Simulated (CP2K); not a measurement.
Two runs for the C K edge of fluorocarbonylpyrazine. Run A: CP2K XAS_TDP, all-electron GAPW, PBEh(45%), aug-cc-pVDZ, TDA, no relativity. Run B differs in one setting.

First lines with a strength over 0.0015. A:

| atom | energy (eV) | states | strength, one atom |
| --- | --- | --- | --- |
| C2 (bonded to C, F and O) | 283.54 | 1 | 0.0661 |
|  | 287.55 | 1 | 0.0043 |
|  | 288.49 | 1 | 0.0120 |
|  | 288.82 | 1 | 0.0331 |
|  | 290.16 | 1 | 0.0167 |
| C4 (bonded to 2 C and N) | 281.69 | 1 | 0.0376 |
|  | 285.66 | 1 | 0.0197 |
|  | 286.60 | 1 | 0.0051 |
|  | 287.45 | 1 | 0.0041 |
|  | 287.95 | 1 | 0.0028 |
| C5 (bonded to C, N and H) | 281.38 | 1 | 0.0575 |
|  | 286.19 | 1 | 0.0104 |
|  | 287.04 | 1 | 0.0067 |
|  | 287.45 | 1 | 0.0028 |
|  | 287.63 | 1 | 0.0032 |
| C7 (bonded to C, N and H) | 281.24 | 1 | 0.0526 |
|  | 283.51 | 1 | 0.0022 |
|  | 285.82 | 1 | 0.0141 |
|  | 286.44 | 1 | 0.0085 |
|  | 286.97 | 1 | 0.0037 |
| C8 (bonded to C, N and H) | 281.62 | 1 | 0.0509 |
|  | 282.82 | 1 | 0.0040 |
|  | 285.72 | 1 | 0.0136 |
|  | 286.42 | 1 | 0.0066 |
|  | 286.83 | 1 | 0.0040 |

B:

| atom | energy (eV) | states | strength, one atom |
| --- | --- | --- | --- |
| C2 (bonded to C, F and O) | 287.26 | 1 | 0.0785 |
|  | 292.93 | 1 | 0.0507 |
|  | 292.99 | 1 | 0.0147 |
|  | 293.84 | 1 | 0.0073 |
|  | 295.19 | 1 | 0.0121 |
| C4 (bonded to 2 C and N) | 285.89 | 1 | 0.0490 |
|  | 290.50 | 1 | 0.0190 |
|  | 291.51 | 1 | 0.0149 |
|  | 292.61 | 1 | 0.0161 |
|  | 292.98 | 1 | 0.0124 |
| C5 (bonded to C, N and H) | 285.30 | 1 | 0.0666 |
|  | 290.96 | 1 | 0.0213 |
|  | 292.10 | 1 | 0.0080 |
|  | 292.66 | 1 | 0.0032 |
|  | 292.72 | 1 | 0.0040 |
| C7 (bonded to C, N and H) | 285.22 | 1 | 0.0636 |
|  | 288.49 | 1 | 0.0016 |
|  | 290.50 | 1 | 0.0235 |
|  | 291.90 | 1 | 0.0079 |
|  | 292.02 | 1 | 0.0045 |
| C8 (bonded to C, N and H) | 285.61 | 1 | 0.0624 |
|  | 287.76 | 1 | 0.0021 |
|  | 290.40 | 1 | 0.0228 |
|  | 291.86 | 2 | 0.0115 |
|  | 292.29 | 1 | 0.0024 |

Which was it: scalar relativity switched on, the functional, the basis, GW2X switched on?

The functional (functional from PBEh(45%) to PBEh(60%); the lines alone don't name the new value). A functional moves all lines by electronvolts and changes their spacings and strengths. Against PBEh(45%) in aug-cc-pVDZ, the leading lines move by +3.72 eV (C2, to 287.26), +4.20 eV (C4, to 285.89), +3.92 eV (C5, to 285.30), +3.98 eV (C7, to 285.22) and +3.99 eV (C8, to 285.61); the strength of C2's goes from 0.0661 to 0.0785. The next line of C2 over the strength cut lies 5.67 eV higher, against 4.01.

[Hosts, paths, dates, database ids (printed as entryN), source tags and the programs' standing remarks are cut or masked in the printed files.]
